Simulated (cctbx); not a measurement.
# Accept or mend?

Cell a = 8.8920 Å, b = 10.7000 Å, c = 11.7120 Å, α = 90.00°, β = 109.55°, γ = 90.00°; space group P2_1/c (no. 14).

Simulated single-crystal data (cctbx): Mo Kα, λ = 0.71073 Å, to d = 0.84 Å, 95 % of the full sphere, strongest reflection 5000 counts, noise from counting, a 3 % proportional error and a noise floor of 8 counts (s.d.); no absorption.

An anisotropic refinement with weights 1/σ² prints:

```text
Rint 0.050, 134 unique reflections to 2.00 A
cycle     R1     wR2    GooF  max shift (A)
   1  0.0207  0.0506   3.910   0.05166
   4  0.0048  0.0219   1.695   0.00000
final R1 0.0048 wR2 0.0219 GooF 1.695  parameters 126  data/parameter 1.1
atom        x        y        z      Ueq    occ   su(xyz)  su(Uiso or U11)
Dy1    0.26157  0.99713  0.04043   0.0054  1.000  0.00465  0.2070  NPD
Mo1    0.00307  0.61719  0.08791   0.0125  1.000  0.02236  0.1380  NPD
Mo2    0.80496  0.63208  0.79819   0.0149  1.000  0.00787  0.0779  NPD
Mo3    0.17202  0.62898  0.87856   0.0077  1.000  0.01742  0.2215  NPD
Mo4    0.38972  0.62518  0.17951   0.0110  1.000  0.01505  0.2023  NPD
Mo5    0.59616  0.61500  0.98758   0.0009  1.000  0.02290  0.1592  NPD
S1     0.38044  0.50666  0.82812  -0.0184  1.000  0.05230  0.5571  NPD
S2     0.60220  0.72336  0.32734   0.0116  1.000  0.03590  0.3587  NPD
S3     0.19578  0.73073  0.71096   0.0143  1.000  0.06060  0.2175  NPD
S4     0.80751  0.74033  0.60768   0.0351  1.000  0.06899  0.6214  NPD
S5     0.38585  0.74478  0.51112   0.0023  1.000  0.07494  0.7422  NPD
S6     0.98470  0.49647  0.72328   0.0297  1.000  0.04226  0.1997  NPD
S7     0.99708  0.72104  0.43186   0.0096  1.000  0.05530  0.3266  NPD
S8     0.40475  0.49810  0.34359   0.0189  1.000  0.03065  0.5135  NPD
difference map: max 0.34 min -0.40 rms 0.12
Q1    0.2438  0.6869  0.2356    4    0.34  0.98 A from S3
Q2    0.3993  0.6926  0.6635    4    0.34  1.83 A from S5
Q3    0.3862  0.5822  0.4485    4    0.30  1.58 A from S8
Q4    0.4312  0.6970  0.8661    4    0.30  1.88 A from Mo5
Q5    0.1727  0.7384  0.0102    4    0.29  1.58 A from S7
Q6    0.3333  0.7083  0.6250    4    0.29  1.60 A from S5
```

Q: Accept it or mend it, and why?

Mend it. The fault: data cut at low resolution. Against the right model at the same level, R1 goes from 0.0338 to 0.0048 and GooF from 0.92 to 1.70 and Dy1, Mo1, Mo2, Mo3, Mo4, Mo5, S1, S2, S3, S4, S5, S6, S7 and S8 go non-positive-definite. The atoms are right, but there are too few data for the parameters: R1 flatters and the s.u.s grow. Data per parameter fall from 14.8 to 1.1.

The compound is DyMo5S8. The right model at the same level gives:

```text
Rint 0.082, 1859 unique reflections to 0.84 A
cycle     R1     wR2    GooF  max shift (A)
   1  0.0345  0.0676   0.933   0.00239
   2  0.0338  0.0665   0.917   0.00000
final R1 0.0338 wR2 0.0665 GooF 0.917  parameters 126  data/parameter 14.8
atom        x        y        z      Ueq    occ   su(xyz)  su(Uiso or U11)
Dy1    0.26197  0.99715  0.04021   0.0045  1.000  0.00007  0.0003
Mo1    0.00299  0.61875  0.08804   0.0049  1.000  0.00013  0.0005
Mo2    0.80764  0.63196  0.80181   0.0062  1.000  0.00013  0.0005
Mo3    0.17062  0.62917  0.87843   0.0050  1.000  0.00012  0.0005
Mo4    0.39090  0.62369  0.18071   0.0049  1.000  0.00012  0.0005
Mo5    0.59614  0.61779  0.98525   0.0056  1.000  0.00013  0.0005
S1     0.38627  0.50294  0.82895   0.0069  1.000  0.00040  0.0013
S2     0.60878  0.72423  0.33110   0.0086  1.000  0.00039  0.0016
S3     0.20226  0.73925  0.70614   0.0081  1.000  0.00037  0.0016
S4     0.79678  0.73692  0.61237   0.0085  1.000  0.00040  0.0015
S5     0.38429  0.74360  0.50739   0.0093  1.000  0.00039  0.0016
S6     0.97838  0.49253  0.72768   0.0088  1.000  0.00037  0.0014
S7     0.99927  0.72172  0.43375   0.0074  1.000  0.00039  0.0015
S8     0.40240  0.49573  0.34696   0.0080  1.000  0.00042  0.0014
difference map: max 3.03 min -3.14 rms 0.73
Q1    0.2081  0.6868  0.1859    4    3.12  0.83 A from S3
Q2    0.3549  0.5930  0.6830    4    3.02  1.87 A from Dy1
Q3    0.1634  0.7064  0.9384    4    2.97  1.10 A from Mo3
Q4    0.4153  0.5568  0.5335    4    2.89  1.51 A from Dy1
Q5    0.3035  0.6765  0.1505    4    2.88  0.93 A from Mo4
Q6    0.2077  0.6737  0.5119    4    2.73  1.76 A from S5
```

The model was made for the exercise: a known structure type with other elements put in, its volume estimated, not relaxed; displacement parameters are assumed.

[Middle refinement cycles are left out of these outputs.]

[Logs are printed without paths, hosts, clocks, repeated set-up lines and the standing remarks that a program may print on its own settings, such as how far it seeks lower states.]
